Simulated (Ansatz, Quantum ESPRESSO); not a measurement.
# Na (Im-3m): electron–phonon coupling with Quantum ESPRESSO, part 2 of 2

Each step names its level of theory.

So far. Step 2 (Relaxing cell and atoms): The largest force is now zero by symmetry and the largest stress component 0.036 GPa. Step 3 (Ground state with pw.x): With these potentials, mesh and smearing the cell is at 0.061 GPa. The relaxed cell has a = 4.193 Å (conventional setting).

## 4. Deformation potentials: PseudoDojo files, cutoff 1197.3 eV, Fermi–Dirac smearing of 0.1 eV

The exported deformation potentials allow the same Gaussian double-delta sums that other programs print.

This step: DFT PBE, scalar-relativistic, plane waves, PseudoDojo norm-conserving pseudopotentials (Ansatz 0.2.0).

File input.yaml:

```yaml
crystal:
  lattice:
    - [-2.0964609188, 2.0964609188, 2.0964609188]
    - [2.0964609188, -2.0964609188, 2.0964609188]
    - [2.0964609188, 2.0964609188, -2.0964609188]
  atoms:
    - { symbol: Na, position: [0.0, 0.0, 0.0] }
kpoints:
  mp_grid: { grid: [8, 8, 8] }
hamiltonian:
  xc: pbe
  pseudopotentials: { kind: nc, accuracy: standard }
scf:
  occupations: { method: fermi_dirac, width: 0.1 }
  n_extra_bands: 10
output:
  eigenvalues: true
basis:
  ecutwfc: 1197.301
phonons:
  method: dfpt
  qmesh: [2, 2, 2]
  temperatures: { t_max: 1000, t_step: 50 }
  qpath:
    path:
      - [[0.0, 0.0, 0.0], [0.5, -0.5, 0.5], [0.0, 0.0, 0.5], [0.0, 0.0, 0.0], [0.25, 0.25, 0.25], [0.5, -0.5, 0.5]]
      - [[0.25, 0.25, 0.25], [0.0, 0.0, 0.5]]
    npoints: 10
  electron_phonon_deformation_potentials: { window_half_width: 2.5 }
```

Command:

```console
> ansatz run input.yaml --threads 4 --pin off --max-ram 8192MiB --backend cpu --events-out ev --progress --plain --runs-dir out
```

Numbers of over 12 decimals in the logs are rounded to 6 here.

Output:

```text
[...]
Crystal: 1 atoms, lattice volume = 36.857 Å³
Basis set: ecut = 1197.301 eV, 3463 PW (Γ), exchange–correlation on 90×90×90 points (8 copies of the dense FFT grid, shifted against one another)
Bands: 15, of which v1, the nominal top of the filled ones, is band 5 counted from 1 (4 counted from 0)
Symmetry: 48 space group operations
k-points: 29 of 512
[...]
SCF iter   1: F=—  HF=-1243.947198 eV  |F-HF|=—  |Δ(HF+E_count)|=         —  Δρ=4.43e-3  dr2=1.19e-2  ethr=3.10e-3  ⟨swp⟩=5.6  Hψ=2413  notcnv=0  defer=37
[...]
SCF iter   6: F=-1243.944812 eV  HF=-1243.944812 eV  |F-HF|=2.27e-13  |Δ(HF+E_count)|=  1.48e-10  Δρ=1.16e-7  dr2=1.18e-12  ethr=1.00e-12  ⟨swp⟩=10.7  Hψ=2351  notcnv=0
SCF 1 converged in 6 iterations: F = -1243.944812 eV  dr2 = 1.18e-12
NSCF: frozen V_eff on 29 k-points
[...]
DFPT response loops at q = (0, 0, 0) (fractional): preconditioner auto → Kerker (q_TF=auto, 2.157 Å⁻¹) (partly filled bands, converged f_vac=0.000); β = 1.00, the filter's whole step (`scf.mixing.beta` (0.50) is not read by the response loops under this deck's `scf.mixing.preconditioner`; to damp them name `kerker` or `kerker_dos`, under which they read `scf.mixing.beta`, and type it under 1.00, their step now; both keys bind the ground state too); Anderson in place of MSR1; while a model of the screening serves, it and β = 1 on shorter waves in the place of filter and β
[...]
SCF converged after 6 iterations
Free energy (F): -1243.944812 eV
[...]
Internal energy: -1243.924539 eV  (E = F + TS)
E sigma→0 (E₀):  -1243.934676 eV
Entropy (-TS):   -0.020274 eV (-20.274 meV/atom)
Fermi energy:    1.741811 eV
[...]
--- Band table (eV; the first three rows and the last of 29) ---
  k-point 0: bands = [... 1 lower, -23.2078, -23.2078, -23.2078, -1.5829, 13.5226, 13.5226, 13.5226, 14.5087, ... 6 higher]
  k-point 1: bands = [... 1 lower, -23.2131, -23.2096, -23.2077, -1.3073, 10.8885, 12.2802, 12.6926, 13.1254, ... 6 higher]
  k-point 2: bands = [... 1 lower, -23.2260, -23.2139, -23.2077, -0.4890, 7.7493, 11.0067, 11.7159, 11.9436, ... 6 higher]
  k-point 28: bands = [... 1 lower, -23.2340, -23.2340, -23.2340, 6.2463, 6.2463, 6.6211, 6.6211, 6.6211, ... 6 higher]
--- Phonons (Γ-DFPT): 1 representative perturbation + reference (Σ response iterations 2) ---
  ASR residual: 1.469e-2 → 0.000e0 eV/Å²; symmetrization residual: 3.469e-18 eV/Å²
  ASR residual per site (eV/Å²): 1.47e-2
  Γ frequencies (cm⁻¹): 0.00 0.00 0.00
--- Phonons (arbitrary-q DFPT): 3 irreducible q on the 2×2×2 mesh ---
  q = [0.0000, 0.0000, 0.0000] (star 1, of the zone-centre solve; hermiticity 1.63e-26, symmetrization 9.45e-16): -0.00 -0.00 -0.00
  q = [0.0000, 0.0000, -0.5000] (star 6, 2 solved perturbations in 190 linear systems a pass and spin channel, the states on 95 of 512 k-point pairs; hermiticity 6.35e-13, symmetrization 4.81e-12): 28.21 87.35 129.47
  q = [-0.5000, -0.5000, -0.5000] (star 1, 1 solved perturbation in 53 linear systems a pass and spin channel, the states on 29 of 512 k-point pairs; hermiticity 2.98e-12, symmetrization 3.00e-12): 123.33 123.33 123.33
  sum rule: each row above includes the acoustic sum rule's correction from the zone centre's row sums; it moved no ω² by more than (13.18 cm⁻¹)²
  mesh force constants: q→R imaginary residual 0.00e0; ASR residual 1.469e-2 → 0.000e0 eV/Å²; symmetrization residual 1.388e-16 eV/Å²
  interpolated dispersion: 62 rows × 3 modes
  density of states and harmonic sums: on the 22×22×22 q-mesh, interpolated from the force constants of a 2×2×2 supercell (no non-analytic term)
  largest difference from the sums on the solved wave vectors: F 5.68e-2 eV, S 8.91e-5 and C_V 3.23e-5 eV/K
  zero-point energy: 0.015900 eV/cell   skipped modes (ω ≤ 0): 3   left out of the sums: 9.39e-5 of the cell's modes: C_V's classical limit lies that fraction below 3 k_B per atom; for a crystal, a wire or a layer, F and S can be off by more, and a phonons.interpolated_qmesh denser along its periods is the remedy for the sampling
Electron–phonon deformation potentials of 2 wavevectors written to <dir>
```

It took 15 s on 4 threads of Arm Neoverse N1, shared host; peak memory 1.8 GiB.

Numbers from this step:

- zero point energy: 0.01590 eV/cell
- share of imaginary modes in the plain interpolation between solved wavevectors: 0
- highest frequency, solved or plainly interpolated: 129.5 cm⁻¹
- Debye temperature (second moment): 168 K

Allen's double-delta sum on the run's k mesh, delta = exp(-(x/sigma)^2)/(sigma sqrt(pi)); at the zone centre the sum is no linewidth. Double-delta sums:

```csv
q1,q2,q3,star,mode,omega (meV),"lambda_q, sigma 0.05 eV","lambda_q, sigma 0.1 eV","lambda_q, sigma 0.2 eV","lambda_q, sigma 0.3 eV","lambda_q, sigma 0.4 eV",half width at sigma 0.2 (meV),<D²> at sigma 0.2 ((eV/Å)²),nesting at sigma 0.2 (1/eV²)
0,0,-0.5,6,1,3.498,0.01287,0.005853,0.003771,0.002831,0.002363,4.98e-5,4.75e-4,0.1832
0,0,-0.5,6,2,10.83,0.007277,0.003314,0.002321,0.00175,0.00132,2.94e-4,0.002805,0.1832
0,0,-0.5,6,3,16.05,0.7946,0.389,0.2932,0.2237,0.1692,0.08149,0.7786,0.1832
-0.5,-0.5,-0.5,1,1,15.29,0.2839,0.1298,0.1076,0.08249,0.06012,0.02714,0.09857,0.482
-0.5,-0.5,-0.5,1,2,15.29,0.2839,0.1298,0.1076,0.08249,0.06012,0.02714,0.09857,0.482
-0.5,-0.5,-0.5,1,3,15.29,0.2839,0.1298,0.1076,0.08249,0.06012,0.02714,0.09857,0.482
```

Mean over the q mesh without its centre; few wavevectors enter, so none of the widths can be taken as converged. Coupling constant λ, lambda against Gaussian width:

```csv
Gaussian width (eV),"coupling constant λ, lambda"
0.050,0.82
0.100,0.397
0.200,0.303
0.300,0.231
0.400,0.174
```

Among the solved wavevectors the lowest mode, translations apart, is 28.2 cm⁻¹, so these are real on this k mesh.

## 5. Second program, ground state

ph.x needs a tightly converged ground state on the same k mesh; the cell is that of the step before.

This step: DFT PBE, scalar-relativistic, plane waves, PseudoDojo norm-conserving pseudopotentials (Quantum ESPRESSO 7.5).

File pw.in:

```
 &control
    calculation='scf',
    prefix='x',
    outdir='./tmp',
    pseudo_dir='./pseudo',
    tprnfor=.true.,
    tstress=.true.,
 /
 &system
    ibrav=0,
    nat=1,
    ntyp=1,
    ecutwfc=88.0,
    ecutrho=352.0,
    occupations='smearing',
    smearing='fd',
    degauss=0.00734986,
    nbnd=11,
 /
 &electrons
    conv_thr=1.0d-11,
    mixing_beta=0.5,
 /
ATOMIC_SPECIES
 Na     22.9898  Na.upf
CELL_PARAMETERS angstrom
    -2.096460919    2.096460919    2.096460919
     2.096460919   -2.096460919    2.096460919
     2.096460919    2.096460919   -2.096460919
ATOMIC_POSITIONS crystal
 Na     0.000000000   0.000000000   0.000000000
K_POINTS automatic
 8 8 8 0 0 0
```

Command:

```console
> OMP_NUM_THREADS=1 mpirun -n 4 pw.x -nk 4 -in pw.in > pw.x.log
```

Output:

```text
[banner, memory and clock lines left out]
Program PWSCF v.7.5

     Message from routine setup:
     using ibrav=0 with symmetry is DISCOURAGED, use correct ibrav instead

     G-vector sticks info

     bravais-lattice index     =            0
     lattice parameter (alat)  =       6.8619  a.u.
     unit-cell volume          =     248.7235 (a.u.)^3
     number of atoms/cell      =            1
     number of atomic types    =            1
     number of electrons       =         9.00
     number of Kohn-Sham states=           11
     kinetic-energy cutoff     =      88.0000  Ry
     charge density cutoff     =     352.0000  Ry
     scf convergence threshold =      1.0E-11
     mixing beta               =       0.5000
     number of iterations used =            8  plain     mixing
     Exchange-correlation= PBE
                           (   1   4   3   4   0   0   0)

     celldm(1)=   6.861930  celldm(2)=   0.000000  celldm(3)=   0.000000
     celldm(4)=   0.000000  celldm(5)=   0.000000  celldm(6)=   0.000000

     crystal axes: (cart. coord. in units of alat)
               a(1) = (  -0.577350   0.577350   0.577350 )
               a(2) = (   0.577350  -0.577350   0.577350 )
               a(3) = (   0.577350   0.577350  -0.577350 )

     reciprocal axes: (cart. coord. in units 2 pi/alat)
               b(1) = ( -0.000000  0.866025  0.866025 )
               b(2) = (  0.866025 -0.000000  0.866025 )
               b(3) = (  0.866025  0.866025  0.000000 )

     PseudoPot. # 1 for Na read from file:
     ./pseudo/Na.upf
     Pseudo is Norm-conserving, Zval =  9.0
     Using radial grid of 1992 points,  4 beta functions with:
                l(1) =   0
                l(2) =   0
                l(3) =   1
                l(4) =   1

     atomic species   valence    mass     pseudopotential
     Na                9.00    22.98980     Na( 1.00)

     48 Sym. Ops., with inversion, found

   Cartesian axes

     site n.     atom                  positions (alat units)
         1        Na     tau(   1) = (   0.0000000   0.0000000   0.0000000  )

     number of k points=    29  Fermi-Dirac smearing, width (Ry)=  0.0073
                       cart. coord. in units 2pi/alat
        k(    1) = (   0.0000000   0.0000000   0.0000000), wk =   0.0039062
        k(    2) = (   0.1082532   0.1082532   0.0000000), wk =   0.0468750
        k(    3) = (   0.2165064   0.2165064   0.0000000), wk =   0.0468750
        k(    4) = (   0.3247595   0.3247595   0.0000000), wk =   0.0468750
        k(    5) = (  -0.4330127  -0.4330127   0.0000000), wk =   0.0234375
        k(    6) = (   0.2165064   0.1082532   0.1082532), wk =   0.0937500
        k(    7) = (   0.3247595   0.2165064   0.1082532), wk =   0.1875000
        k(    8) = (   0.4330127   0.3247595   0.1082532), wk =   0.1875000
        k(    9) = (   0.4330127   0.2165064   0.2165064), wk =   0.0937500
        k(   10) = (   0.5412659   0.3247595   0.2165064), wk =   0.0937500
        k(   11) = (   0.2165064   0.2165064   0.2165064), wk =   0.0312500
        k(   12) = (   0.3247595   0.3247595   0.2165064), wk =   0.0937500
        k(   13) = (   0.4330127   0.4330127   0.2165064), wk =   0.0468750
        k(   14) = (   0.0000000   0.0000000   0.2165064), wk =   0.0234375
        k(   15) = (   0.4330127   0.3247595   0.3247595), wk =   0.0937500
        k(   16) = (   0.0000000  -0.1082532   0.3247595), wk =   0.0937500
[...]
k(   22) = (   0.4330127   0.4330127   0.4330127), wk =   0.0078125
        k(   23) = (   0.0000000   0.0000000   0.4330127), wk =   0.0234375
        k(   24) = (  -0.0000000  -0.1082532   0.5412659), wk =   0.0937500
        k(   25) = (  -0.8660254  -0.2165064  -0.2165064), wk =   0.0468750
        k(   26) = (  -0.7577722  -0.1082532  -0.2165064), wk =   0.0937500
        k(   27) = (  -0.0000000  -0.0000000   0.6495191), wk =   0.0234375
        k(   28) = (  -0.8660254  -0.1082532  -0.1082532), wk =   0.0468750
        k(   29) = (  -0.8660254  -0.8660254  -0.8660254), wk =   0.0039062

     Dense  grid:    27835 G-vectors     FFT dimensions: (  45,  45,  45)

     Initial potential from superposition of free atoms

     starting charge       8.9937, renormalised to       9.0000
     Starting wfcs are    5 randomized atomic wfcs +    6 random wfcs

     per-process dynamical memory:    24.2 Mb

     Self-consistent Calculation

     iteration #  1     ecut=    88.00 Ry     beta= 0.50
     Davidson diagonalization with overlap
     ethr =  1.00E-02,  avg # of iterations =  6.0

     Threshold (ethr) on eigenvalues was too large:
     Diagonalizing with lowered threshold

     Davidson diagonalization with overlap
     ethr =  9.50E-06,  avg # of iterations =  5.6

     total energy              =     -91.42816036 Ry
     estimated scf accuracy    <       0.00087436 Ry

     iteration #  2     ecut=    88.00 Ry     beta= 0.50
     Davidson diagonalization with overlap
     ethr =  9.72E-06,  avg # of iterations =  1.0

     total energy              =     -91.42820370 Ry
     estimated scf accuracy    <       0.00015969 Ry

     iteration #  3     ecut=    88.00 Ry     beta= 0.50
     Davidson diagonalization with overlap
     ethr =  1.77E-06,  avg # of iterations =  1.1

     total energy              =     -91.42820868 Ry
     estimated scf accuracy    <       0.00001213 Ry

     iteration #  4     ecut=    88.00 Ry     beta= 0.50
     Davidson diagonalization with overlap
     ethr =  1.35E-07,  avg # of iterations =  1.0

     total energy              =     -91.42820921 Ry
     estimated scf accuracy    <       0.00000006 Ry

     iteration #  5     ecut=    88.00 Ry     beta= 0.50
     Davidson diagonalization with overlap
     ethr =  6.80E-10,  avg # of iterations =  2.0

     total energy              =     -91.42820921 Ry
     estimated scf accuracy    <       0.00000004 Ry

     iteration #  6     ecut=    88.00 Ry     beta= 0.50
     Davidson diagonalization with overlap
     ethr =  4.89E-10,  avg # of iterations =  2.0

     total energy              =     -91.42820922 Ry
     estimated scf accuracy    <          2.1E-09 Ry

     iteration #  7     ecut=    88.00 Ry     beta= 0.50
     Davidson diagonalization with overlap
     ethr =  2.31E-11,  avg # of iterations =  2.0

     total energy              =     -91.42820921 Ry
     estimated scf accuracy    <       0.00000001 Ry

     iteration #  8     ecut=    88.00 Ry     beta= 0.50
     Davidson diagonalization with overlap
     ethr =  2.31E-11,  avg # of iterations =  2.0

     total energy              =     -91.42820922 Ry
     estimated scf accuracy    <          3.2E-09 Ry

     iteration #  9     ecut=    88.00 Ry     beta= 0.50
     Davidson diagonalization with overlap
     ethr =  2.31E-11,  avg # of iterations =  2.0

     total energy              =     -91.42820922 Ry
     estimated scf accuracy    <          3.0E-11 Ry

     iteration # 10     ecut=    88.00 Ry     beta= 0.50
     Davidson diagonalization with overlap
     ethr =  3.34E-13,  avg # of iterations =  1.9

     End of self-consistent calculation

          k = 0.0000 0.0000 0.0000 (  3463 PWs)   bands (ev):

   -51.2945 -23.2077 -23.2077 -23.2077  -1.5828  13.5227  13.5227  13.5227
    14.5088  14.5090  15.0380

          k = 0.1083 0.1083 0.0000 (  3473 PWs)   bands (ev):

   -51.2942 -23.2131 -23.2095 -23.2077  -1.3071  10.8886  12.2803  12.6927
    13.1255  13.7736  15.4861

          k = 0.2165 0.2165 0.0000 (  3461 PWs)   bands (ev):

   -51.2934 -23.2259 -23.2138 -23.2077  -0.4889   7.7494  11.0068  11.7161
    11.9438  13.0298  16.1112

          k = 0.3248 0.3248 0.0000 (  3462 PWs)   bands (ev):

   -51.2927 -23.2387 -23.2182 -23.2076   0.8473   5.0136  10.2239  11.1062
    11.2347  12.3724  17.1153

          k =-0.4330-0.4330 0.0000 (  3484 PWs)   bands (ev):

   -51.2924 -23.2439 -23.2200 -23.2076   2.4622   2.9328   9.9615  10.9019
    10.9989  12.1274  17.9824

          k = 0.2165 0.1083 0.1083 (  3460 PWs)   bands (ev):

   -51.2936 -23.2219 -23.2115 -23.2090  -0.7602   9.1735   9.7753  11.6943
    13.2075  14.0493  15.7857

          k = 0.3248 0.2165 0.1083 (  3459 PWs)   bands (ev):

   -51.2929 -23.2333 -23.2167 -23.2095   0.3170   6.4826   8.5654  10.7846
    12.6181  14.4032  15.3511

          k = 0.4330 0.3248 0.1083 (  3480 PWs)   bands (ev):

   -51.2924 -23.2410 -23.2209 -23.2096   1.8860   4.0048   8.0486  10.3111
    12.1726  14.3030  16.2753

          k = 0.4330 0.2165 0.2165 (  3467 PWs)   bands (ev):

   -51.2924 -23.2373 -23.2228 -23.2114   1.6316   5.4237   6.1998  10.0534
    13.4915  14.4056  17.2099

          k = 0.5413 0.3248 0.2165 (  3470 PWs)   bands (ev):

   -51.2922 -23.2371 -23.2275 -23.2119   3.1977   3.6775   5.6661   9.8050
    13.5848  15.2619  16.1339

          k = 0.2165 0.2165 0.2165 (  3439 PWs)   bands (ev):

   -51.2931 -23.2314 -23.2120 -23.2120   0.0497   7.9150   7.9150   9.3318
    15.5914  15.5914  16.5394

          k = 0.3248 0.3248 0.2165 (  3466 PWs)   bands (ev):

   -51.2926 -23.2371 -23.2188 -23.2125   1.3716   5.4569   7.1615   8.3349
    15.3186  15.7760  17.5535

          k = 0.4330 0.4330 0.2165 (  3468 PWs)   bands (ev):

   -51.2924 -23.2384 -23.2226 -23.2127   2.9518   3.4474   6.9108   8.0458
    15.0879  15.6724  18.4306

          k = 0.0000 0.0000 0.2165 (  3464 PWs)   bands (ev):

   -51.2939 -23.2143 -23.2113 -23.2113  -1.0330  10.8473  10.8473  11.0387
    12.7255  14.0514  15.7168

          k = 0.4330 0.3248 0.3248 (  3470 PWs)   bands (ev):

   -51.2923 -23.2341 -23.2246 -23.2159   2.8949   4.6775   5.3490   7.4535
    16.7236  17.2591  18.2995

          k = 0.0000-0.1083 0.3248 (  3464 PWs)   bands (ev):

   -51.2932 -23.2255 -23.2158 -23.2120  -0.2189   7.9573   9.6613  10.5025
    12.5011  13.5199  15.0055

          k =-0.0000-0.2165 0.4330 (  3467 PWs)   bands (ev):

[...]
k = 0.1083-0.1083 0.4330 (  3462 PWs)   bands (ev):

[...]
k =-0.8660-0.3248-0.3248 (  3464 PWs)   bands (ev):

[...]
k =-0.7578-0.2165-0.3248 (  3471 PWs)   bands (ev):

[...]
k =-0.6495-0.2165-0.2165 (  3496 PWs)   bands (ev):

[...]
k = 0.4330 0.4330 0.4330 (  3436 PWs)   bands (ev):

   -51.2923 -23.2253 -23.2253 -23.2253   4.4294   4.4294   4.4294   6.1001
    19.2047  19.2047  20.0638

          k = 0.0000 0.0000 0.4330 (  3460 PWs)   bands (ev):

   -51.2925 -23.2264 -23.2204 -23.2204   0.5832   8.3780   8.4894   8.4894
    10.4102  15.6345  16.4711

          k =-0.0000-0.1083 0.5413 (  3474 PWs)   bands (ev):

   -51.2919 -23.2348 -23.2251 -23.2213   1.8930   5.9602   7.7839   8.4274
    10.5202  14.3499  15.5017

          k =-0.8660-0.2165-0.2165 (  3462 PWs)   bands (ev):

   -51.2916 -23.2390 -23.2270 -23.2209   3.4445   3.9787   7.5489   8.2461
    11.4806  12.8662  15.2988

          k =-0.7578-0.1083-0.2165 (  3459 PWs)   bands (ev):

   -51.2914 -23.2361 -23.2312 -23.2227   3.4046   5.1763   5.9714   9.2042
    10.0829  12.3083  15.6357

          k =-0.0000-0.0000 0.6495 (  3448 PWs)   bands (ev):

   -51.2913 -23.2329 -23.2299 -23.2299   3.1695   6.7795   7.0854   7.0854
     8.6347  11.9514  18.2550

          k =-0.8660-0.1083-0.1083 (  3470 PWs)   bands (ev):

   -51.2910 -23.2354 -23.2319 -23.2302   4.6785   5.1608   6.8529   7.3017
     8.7048  10.5636  18.4308

          k =-0.8660-0.8660-0.8660 (  3468 PWs)   bands (ev):

   -51.2908 -23.2340 -23.2340 -23.2340   6.2464   6.2464   6.6212   6.6212
     6.6212   9.4497  21.3154

     the Fermi energy is     1.7420 ev

!    total energy              =     -91.42820922 Ry
     estimated scf accuracy    <          5.6E-12 Ry
     smearing contrib. (-TS)   =      -0.00149009 Ry
     internal energy E=F+TS    =     -91.42671913 Ry

     The total energy is F=E-TS. E is the sum of the following terms:
     one-electron contribution =     -81.06214750 Ry
     hartree contribution      =      40.55598163 Ry
     xc contribution           =     -13.71743859 Ry
     ewald contribution        =     -37.20311467 Ry

     convergence has been achieved in  10 iterations

     Forces acting on atoms (cartesian axes, Ry/au):

     atom    1 type  1   force =     0.00000000    0.00000000    0.00000000

     Total force =     0.000000     Total SCF correction =     0.000000

     Computing stress (Cartesian axis) and pressure

          total   stress  (Ry/bohr**3)                   (kbar)     P=        0.79
   0.00000538   0.00000000   0.00000000            0.79        0.00        0.00
   0.00000000   0.00000538   0.00000000            0.00        0.79        0.00
   0.00000000   0.00000000   0.00000538            0.00        0.00        0.79

     XML data file, charge density, pseudopotentials, collected wavefunctions
```

Elapsed: 13 s, on 4 MPI ranks; 50 s of CPU time.

This step gave:

```yaml
pressure: 0.079 GPa
```

With these potentials, mesh and smearing the cell is at 0.079 GPa.

## 6. What came out

```json
{
 "phonon run of the rows without a label of their own": "PBE, q 2×2×2, k 8×8×8",
 "softest mode on the q mesh": "28.2 cm⁻¹ at q = (0, 0.5, 0.5)",
 "highest frequency, solved or plainly interpolated": "130 cm⁻¹",
 "coupling λ by Gaussian sums at 0.2 eV, Ansatz, PseudoDojo, cutoff 1197 eV, q 2×2×2, k 8×8×8": "0.303"
}
```

What this shows: In the last run that gave them, λ from the Gaussian sums still varies by a factor of 2.3 between widths of 0.1 and 0.4 eV; these sums hold few wavevectors and leave out the zone centre.

[Logs are printed without paths, hosts, clocks, repeated set-up lines and the standing remarks that a program may print on its own settings, such as how far it seeks lower states.]

[Hosts, paths, dates, database ids (printed as entryN), source tags and the programs' standing remarks are cut or masked in the printed files.]
